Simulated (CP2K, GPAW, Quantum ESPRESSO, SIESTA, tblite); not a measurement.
# Running twisted graphene bilayer, 32.20° (156 atoms) with SIESTA

Wanted: SIESTA inputs and outputs for twisted graphene bilayer, 32.20° (156 atoms), checked against a plane-wave reference.

Program: SIESTA 5.4.2. Level of theory: the method is named at each step. Results are calculated unless marked as measured.

## Step 1: The structure

The cell holds 156 atoms: 156 C. Cell: a = 15.363 Å, b = 15.363 Å, c = 15.530 Å, α = 90.0°, β = 90.0°, γ = 120.0°. It derives from C (graphene). Graphene (a = 2.46 Å) under graphene (a = 2.46 Å), bilayer, commensurate cell of 39 unit cells a layer, twist 32.20 deg; facing planes 3.53 Å apart as built; 12 Å of vacuum; minimised with a classical potential. Then every atom was moved at random, 0.03 Å r.m.s. a Cartesian component. Regions: layer 1, 78 atoms (78 C); layer 2, 78 atoms (78 C). Vacuum lies along c.

The yardstick, on the same geometry:

```
method                 : Kohn-Sham DFT, PBE, SSSP efficiency 1.3.0 pseudopotentials, plane waves (Quantum ESPRESSO 7.5); sssp-pbe-1.3.0-efficiency, cutoffs 45/360 Ry, Γ point
r.m.s. force component : 1.695 eV/Å
longest force          : 6.809 eV/Å
time                   : 11 min on 4 MPI ranks of Arm Neoverse V1, shared host
CPU time               : 45 min
```

## Step 2: PBE, DZP, shift 0.01 Ry, mesh 300 Ry

Method: Kohn-Sham DFT, PBE, PseudoDojo 0.4.1 norm-conserving pseudopotentials (converted to PSML), numerical atomic orbitals (DZP), diagonalisation.

The .psml files are PseudoDojo norm-conserving potentials that we converted to this format, checked against plane waves on the same files for H, C, O, Si, Ge and Ca alone.

input.fdf

```
SystemLabel cell
NumberOfAtoms 156
NumberOfSpecies 1
%block ChemicalSpeciesLabel
  1 6 C
%endblock ChemicalSpeciesLabel
LatticeConstant 1.0 Ang
%block LatticeVectors
  15.36270 0.00000 0.00000
  -7.68135 13.30449 0.00000
  0.00000 0.00000 15.53000
%endblock LatticeVectors
PAO.BasisSize DZP
PAO.EnergyShift 0.01 Ry
XC.Functional GGA
XC.Authors PBE
MeshCutoff 300 Ry
%block kgrid_Monkhorst_Pack
  1 0 0 0.0
  0 1 0 0.0
  0 0 1 0.0
%endblock kgrid_Monkhorst_Pack
SolutionMethod diagon
OccupationFunction FD
ElectronicTemperature 580 K
SCF.Mixer.Method Pulay
SCF.Mixer.Weight 0.05
SCF.Mixer.History 8
SCF.Mix Hamiltonian
MaxSCFIterations 300
SCF.DM.Tolerance 1e-04
SCF.H.Tolerance 1.0e-3 eV
WriteForces T
Write.HirshfeldPop T
Write.VoronoiPop T
Write.DM F
Write.H F
XML.Write F
AtomicCoordinatesFormat Fractional
%block AtomicCoordinatesAndAtomicSpecies
  0.10509 0.69742 0.39062 1
  0.12741 0.61449 0.38966 1
  0.15477 0.87732 0.39034 1
  0.18026 0.79760 0.39180 1
  0.20420 0.04979 0.38751 1
  0.22748 0.97234 0.38902 1
  0.07876 0.10388 0.38923 1
  0.10132 0.02348 0.39048 1
  0.12752 0.28502 0.38801 1
  0.14838 0.20442 0.39063 1
  0.17810 0.46301 0.38797 1
  0.20381 0.38253 0.38981 1
  0.22748 0.64000 0.38996 1
  0.25462 0.56117 0.38857 1
  0.28294 0.82097 0.39159 1
  0.30894 0.74687 0.38941 1
  0.33444 0.99962 0.38989 1
  0.36003 0.92702 0.39077 1
  0.25551 0.23258 0.39182 1
  0.28326 0.15384 0.39097 1
  0.30318 0.40911 0.38878 1
  0.33567 0.33658 0.38706 1
  0.35847 0.58802 0.39151 1
  0.38598 0.51333 0.39205 1
  0.41288 0.76963 0.38954 1
  0.43483 0.69199 0.39261 1
  0.46271 0.94894 0.39310 1
  0.48918 0.87269 0.39286 1
  0.38264 0.18235 0.39104 1
  0.40890 0.10181 0.39126 1
  0.43545 0.36078 0.39278 1
  0.45884 0.27989 0.38864 1
  0.49148 0.54314 0.38802 1
  0.50793 0.45896 0.38608 1
  0.53568 0.71839 0.39121 1
  0.56807 0.63934 0.39228 1
  0.59326 0.89998 0.38810 1
  0.61687 0.81920 0.39136 1
  0.63843 0.07636 0.39212 1
  0.67020 0.99807 0.38691 1
  0.51172 0.12878 0.39070 1
  0.53930 0.05109 0.39401 1
  0.56258 0.31025 0.39336 1
  0.58756 0.22958 0.38422 1
  0.61293 0.48316 0.38695 1
  0.64549 0.41305 0.38997 1
  0.66547 0.66699 0.39089 1
  0.68895 0.58396 0.39107 1
  0.71356 0.84584 0.38769 1
  0.74219 0.77087 0.39214 1
  0.76907 0.02770 0.39307 1
  0.79371 0.94945 0.38956 1
  0.69458 0.25767 0.38941 1
  0.72094 0.18194 0.39014 1
  0.74759 0.43512 0.39102 1
  0.77039 0.35955 0.38980 1
[... 96 atom lines left out ...]
  0.00008 0.66745 0.60944 1
  0.02645 0.77228 0.61155 1
  0.94451 0.79344 0.60484 1
  0.97154 0.89318 0.61196 1
%endblock AtomicCoordinatesAndAtomicSpecies
```

Command:

```
OMP_NUM_THREADS=1 mpirun -np 4 siesta < input.fdf > output.txt
```

Log:

```text
Version         : 5.4.2
reinit: System Name:
reinit: System Label: cell
initatom: Reading input for the pseudopotentials and atomic orbitals ----------
Species number:   1 Atomic number:    6 Label: C
Ground state valence configuration (from tables):   2s02  2p02  3d00  4f00
---- Processing specs for species: C
GGA--PBE XC_GGA_X_PBE--XC_GGA_C_PBE pb
C pseudopotential only contains V_ls up to l=1 -- lmxkb reset.
Using PAO.SplitTailNorm
%block ChemicalSpeciesLabel
    1    6 C                       # Species index, atomic number, species label
%endblock ChemicalSpeciesLabel
%block PAO.Basis                 # Define Basis set
C                     2                    # Species label, number of l-shells
 n=2   0   2                         # n, l, Nzeta
   4.484      3.048
   1.000      1.000
 n=2   1   2 P   1                   # n, l, Nzeta, Polarization, NzetaPol
   5.436      3.692
   1.000      1.000
%endblock PAO.Basis
coor:   Atomic-coordinates input format  =     Fractional
siesta: System type = slab
initatomlists: Number of atoms, orbitals, and projectors:    156  2028  1248
siesta: ******************** Simulation parameters ****************************
Total number of electrons:   624.000000
Total ionic charge:   624.000000
 Kpoints in:            1 . Kpoints trimmed:            1
siesta: k-grid: Number of k-points = 1
siesta: k-points from Monkhorst-Pack grid
siesta: k-cutoff (effective) =     7.681 Ang
siesta: k-point supercell and displacements
siesta: k-grid:     1     0     0      0.000
siesta: k-grid:     0     1     0      0.000
siesta: k-grid:     0     0     1      0.000
                     ====================================
                        Single-point calculation
                     ====================================
outcell: Unit cell vectors (Ang):
       15.362700    0.000000    0.000000
       -7.681350   13.304490    0.000000
        0.000000    0.000000   15.530000
outcell: Cell vector modules (Ang)   :   15.362700   15.362701   15.530000
outcell: Cell angles (23,13,12) (deg):     90.0000     90.0000    120.0000
outcell: Cell volume (Ang**3)        :   3174.2216
new_DM -- step:     1
Initializing Density Matrix...
Attempting to read DM from file... Failed...
DM filled with atomic data:
InitMesh: MESH = 144 x 144 x 162 = 3359232
InitMesh: Mesh cutoff (required, used) =   300.000   300.739 Ry
stepf: Fermi-Dirac step function
        iscf     Eharris(eV)        E_KS(eV)     FreeEng(eV)     dDmax    Ef(eV) dHmax(eV)
   scf:    1   -25379.439758   -25499.880493   -25500.225429  1.868992 -5.638639  4.009376
   scf:    2   -25502.899526   -25501.404964   -25501.755604  0.007472 -5.533649  3.642616
   scf:    3   -25514.350249   -25509.645833   -25510.029836  0.093568 -4.337918  1.424829
   scf:    4   -25510.416982   -25510.052869   -25510.441274  0.007451 -4.293332  0.946176
   scf:    5   -25510.809651   -25510.517041   -25510.906254  0.014067 -4.231667  0.319509
   scf:    6   -25510.639076   -25510.597179   -25510.983299  0.004329 -4.227476  0.111231
   scf:    7   -25510.615666   -25510.607364   -25510.994019  0.001674 -4.217326  0.072835
   scf:    8   -25510.609959   -25510.609174   -25510.995543  0.000974 -4.229519  0.033771
   scf:    9   -25510.613986   -25510.611751   -25510.998374  0.000782 -4.231717  0.026157
   scf:   10   -25510.613143   -25510.612475   -25510.999017  0.000268 -4.236141  0.018874
   scf:   11   -25510.614620   -25510.613625   -25511.000161  0.000738 -4.242595  0.010200
   scf:   12   -25510.613751   -25510.613690   -25511.000242  0.000096 -4.243477  0.008580
   scf:   13   -25510.613919   -25510.613813   -25511.000353  0.000168 -4.245840  0.003741
   scf:   14   -25510.613881   -25510.613851   -25511.000388  0.000144 -4.246290  0.001775
   scf:   15   -25510.613842   -25510.613847   -25511.000392  0.000017 -4.246392  0.001542
   scf:   16   -25510.613812   -25510.613830   -25511.000396  0.000029 -4.246631  0.001131
   scf:   17   -25510.613802   -25510.613816   -25511.000398  0.000018 -4.246819  0.000456
SCF Convergence by DM+H criterion
max |DM_out - DM_in|         :     0.0000178335
max |H_out - H_in|      (eV) :     0.0004561622
SCF cycle converged after 17 iterations
Using DM_out to compute the final energy and forces
siesta: E_KS(eV) =           -25510.6138
siesta: E_KS - E_eggbox =    -25510.6138
siesta: Atomic forces (eV/Ang):
     1   -1.548384   -3.006143   -0.335923
     2   -0.901008    2.099216    0.114466
     3    1.224530   -5.013099   -0.086400
     4    0.342620    0.547730   -0.106163
     5   -0.562529    1.513780    0.518866
     6    3.263877    4.114481   -0.084339
     7   -2.708958   -2.694622    0.547441
     8    0.609261    0.884874   -0.284992
     9   -0.666179   -3.126685    0.229754
    10    3.776327    2.157672   -0.221397
    11    0.988924   -2.472171    0.240337
    12   -2.362316    2.748301   -0.349482
[...]
152    2.633012   -1.540490   -0.002388
   153    0.305834    0.211927    0.400422
   154   -1.072479   -2.500874   -0.699340
   155    2.756049    0.100661    1.141631
   156    0.013407    3.250444   -0.851850
----------------------------------------
   Tot   -0.008972   -0.006018    0.005438
----------------------------------------
   Max    5.747283
   Res    1.875779    sqrt( Sum f_i^2 / 3N )
----------------------------------------
   Max    5.747283    constrained
Stress tensor Voigt[x,y,z,yz,xz,xy] (kbar):      -86.54      -86.23       -2.19        0.49       -0.12        0.53
(Free)E + p*V (eV/cell)   -25395.4554
Target enthalpy (eV/cell)   -25511.0004
siesta: Program's energy decomposition (eV):
siesta: Ebs     =     -8362.813089
siesta: Eions   =     44017.228018
siesta: Ena     =     11575.235759
siesta: Ekin    =     17539.664958
siesta: Enl     =      -893.983039
siesta: DEna    =      -645.760258
siesta: DUscf   =        45.822836
siesta: Ex      =     -8317.687036
siesta: Ec      =      -796.679018
siesta: Exc     =     -9114.366054
siesta: Eharris =    -25510.613802
siesta: Etot    =    -25510.613816
siesta: FreeEng =    -25511.000398
siesta: Final energy (eV):
siesta:  Band Struct. =   -8362.813089
siesta:       Kinetic =   17539.664958
siesta:       Hartree =   87655.813731
siesta:         Exch. =   -8317.687036
siesta:         Corr. =    -796.679018
siesta:   Exch.-corr. =   -9114.366054
siesta:  Ion-electron = -191237.037443
siesta:       Ion-ion =   69645.310992
siesta:         Total =  -25510.613816
siesta:         Fermi =      -4.246819
siesta: Stress tensor (static) (eV/Ang**3):
siesta:    -0.054012    0.000329   -0.000072
siesta:     0.000329   -0.053823    0.000305
siesta:    -0.000072    0.000305   -0.001368
siesta: Cell volume =       3174.221559 Ang**3
siesta: Pressure (static):
siesta:                Solid            Molecule  Units
siesta:           0.00039646          0.00008513  Ry/Bohr**3
siesta:           0.03640105          0.00781604  eV/Ang**3
siesta:          58.32091680         12.52268392  kBar
    Orbital volume contribution        =          59.233555 eV
    (Free)E + p_basis*V_orbitals       =      -25451.766843 eV
    (Free)Eharris+ p_basis*V_orbitals  =      -25451.766829 eV
siesta: Electric dipole (a.u.)  =   -0.000000    0.000000   -0.010271
siesta: Electric dipole (Debye) =   -0.000000    0.000000   -0.026106
Hirshfeld Atomic Populations:
Atom #   charge [q] valence [e]  Species
     1     0.000264    3.999736  C
     2    -0.002304    4.002304  C
     3     0.000755    3.999245  C
     4     0.000952    3.999048  C
     5     0.000508    3.999492  C
     6    -0.001721    4.001721  C
     7    -0.002562    4.002562  C
     8     0.005592    3.994408  C
     9     0.000054    3.999946  C
    10    -0.002212    4.002212  C
    11     0.003714    3.996286  C
    12    -0.001453    4.001453  C
[...]
--------------------
 Total    -0.000050
Voronoi Atomic Populations:
Atom #   charge [q] valence [e]  Species
[...]
152    -0.007175    4.007175  C
   153     0.003810    3.996190  C
   154     0.003428    3.996572  C
   155    -0.005699    4.005699  C
   156     0.001519    3.998481  C
--------------------
 Total    -0.000050
```

It took 1.9 min on 4 MPI ranks of Arm Neoverse V1, shared host; peak memory 2.2 GiB; 7.7 min of CPU time.

Banners, paths, timers and routine set-up lines are dropped from the logs unmarked, and long logs keep their key lines alone; longer cuts are marked.

Numbers from this run, and their distance from the reference:

```
r.m.s. force component                  : 1.876 eV/Å
r.m.s. difference of force components   : 213.5 meV/Å
longest difference of force vectors     : 773.9 meV/Å
force difference over r.m.s. force      : 12.59 %
slope of forces against the reference's : 1.104
correlation of force components         : 0.998
```

Local excerpt of 10 atoms (numbers count through the whole input) about C79, which bears the longest force; x, y, z are measured from there.

```csv
atom,x,y,z,distance (Å),bonds,Hirshfeld charge (e),Fx,Fy,Fz (eV/Å)
C79,0.00,0.00,0.00,0.00,3,0.00,5.20,-5.41,-0.08
C80,-0.31,1.29,0.01,1.33,3,0.00,-0.33,3.86,-0.03
C112,-0.91,-1.11,-0.02,1.44,3,0.00,-0.35,3.01,0.62
C134,1.47,-0.35,0.01,1.51,3,0.00,-3.52,-1.51,0.13
C81,-1.66,1.60,-0.04,2.31,3,0.00,-2.84,3.10,0.32
C83,-2.28,-0.68,0.02,2.37,3,0.00,-0.36,-4.19,-0.52
C141,0.67,2.37,0.04,2.46,3,0.01,0.17,-2.51,-0.64
C111,-0.48,-2.44,0.04,2.49,3,-0.01,-1.92,-0.08,-0.72
C131,2.43,0.64,0.00,2.51,3,-0.01,0.69,2.05,0.09
C133,1.85,-1.73,0.02,2.53,3,0.00,-0.25,-0.56,-0.07
```

Forces lie 13 % from the reference's, at 0.17 times its CPU time.

## Step 3: PBE, SZP, shift 0.01 Ry, mesh 300 Ry

Method: Kohn-Sham DFT, PBE, PseudoDojo 0.4.1 norm-conserving pseudopotentials (converted to PSML), numerical atomic orbitals (SZP), diagonalisation.

Changes to input.fdf since step 2:

```diff
@@ -12,3 +12,3 @@
 %endblock LatticeVectors
-PAO.BasisSize DZP
+PAO.BasisSize SZP
 PAO.EnergyShift 0.01 Ry
```

Command:

```
OMP_NUM_THREADS=1 mpirun -np 2 siesta < input.fdf > output.txt
```

Log:

```text
Version         : 5.4.2
reinit: System Name:
reinit: System Label: cell
initatom: Reading input for the pseudopotentials and atomic orbitals ----------
Species number:   1 Atomic number:    6 Label: C
Ground state valence configuration (from tables):   2s02  2p02  3d00  4f00
---- Processing specs for species: C
GGA--PBE XC_GGA_X_PBE--XC_GGA_C_PBE pb
C pseudopotential only contains V_ls up to l=1 -- lmxkb reset.
Using PAO.SplitTailNorm
%block ChemicalSpeciesLabel
    1    6 C                       # Species index, atomic number, species label
%endblock ChemicalSpeciesLabel
%block PAO.Basis                 # Define Basis set
C                     2                    # Species label, number of l-shells
 n=2   0   1                         # n, l, Nzeta
   4.484
   1.000
[... lines left out ...]
Total number of electrons:   624.000000
[... lines left out ...]
stepf: Fermi-Dirac step function
        iscf     Eharris(eV)        E_KS(eV)     FreeEng(eV)     dDmax    Ef(eV) dHmax(eV)
[... lines left out ...]
SCF Convergence by DM+H criterion
[... lines left out ...]
SCF cycle converged after 17 iterations
[... lines left out ...]
   Max    6.306681
[... lines left out ...]
   Max    6.306681    constrained
Stress tensor Voigt[x,y,z,yz,xz,xy] (kbar):     -160.57     -160.88        2.94        0.53       -0.11        0.02
[... lines left out ...]
siesta: Ena     =     11575.235759
siesta: Ekin    =     16479.427258
siesta: Enl     =      -607.947396
siesta: DEna    =        94.237220
siesta: DUscf   =        21.588923
siesta: Ex      =     -8104.671704
siesta: Ec      =      -799.027914
siesta: Exc     =     -8903.699618
siesta: Eharris =    -25358.385891
siesta: Etot    =    -25358.385872
siesta: FreeEng =    -25358.773787
siesta: Final energy (eV):
siesta:  Band Struct. =   -9518.654569
siesta:       Kinetic =   16479.427258
siesta:       Hartree =   86298.150602
siesta:         Exch. =   -8104.671704
siesta:         Corr. =    -799.027914
siesta:   Exch.-corr. =   -8903.699618
siesta:  Ion-electron = -188877.575107
siesta:       Ion-ion =   69645.310992
siesta:         Total =  -25358.385872
siesta:         Fermi =      -5.907197
siesta: Stress tensor (static) (eV/Ang**3):
siesta:    -0.100221    0.000010   -0.000071
siesta:     0.000010   -0.100413    0.000330
siesta:    -0.000071    0.000330    0.001836
siesta: Cell volume =       3174.221559 Ang**3
siesta: Pressure (static):
siesta:                Solid            Molecule  Units
siesta:           0.00072173          0.00039106  Ry/Bohr**3
siesta:           0.06626602          0.03590567  eV/Ang**3
siesta:         106.16986241         57.52721841  kBar
    Orbital volume contribution        =          49.727796 eV
    (Free)E + p_basis*V_orbitals       =      -25309.045991 eV
    (Free)Eharris+ p_basis*V_orbitals  =      -25309.046010 eV
siesta: Electric dipole (a.u.)  =    0.000000   -0.000000    0.003305
siesta: Electric dipole (Debye) =    0.000000   -0.000000    0.008402
Hirshfeld Atomic Populations:
Atom #   charge [q] valence [e]  Species
     1     0.001316    3.998684  C
     2    -0.002482    4.002482  C
     3    -0.000748    4.000748  C
[...]
--------------------
 Total    -0.000025
Voronoi Atomic Populations:
Atom #   charge [q] valence [e]  Species
[...]
155    -0.005645    4.005645  C
   156     0.001618    3.998382  C
--------------------
 Total    -0.000025
```

Elapsed: 2.6 min, on 2 MPI ranks; peak memory 1.6 GiB; 5.2 min of CPU time.

Against the reference:

```yaml
r_m_s_force_component: 2.042 eV/Å
r_m_s_difference_of_force_components: 443.3 meV/Å
longest_difference_of_force_vectors: 1578 meV/Å
force_difference_over_r_m_s_force: 26.15 %
slope_of_forces_against_the_reference_s: 1.191
correlation_of_force_components: 0.9889
```

This is a coarse setting, run to see what it loses.

Against the first run (13 %), the force difference from the reference is 26 %, at 0.67 times the CPU time (on 2 against 4 cores), with 1404 basis functions against 2028: the smaller basis costs accuracy.

[end of part 1 of 2]

[Also dropped from logs without a mark: logging warnings of Python, and SIESTA's first energy breakdown and zero terms.]

[Logs are printed without paths, hosts, clocks, repeated set-up lines and the standing remarks that a program may print on its own settings, such as how far it seeks lower states.]

[Hosts, paths, dates, database ids (printed as entryN), source tags and the programs' standing remarks are cut or masked in the printed files.]
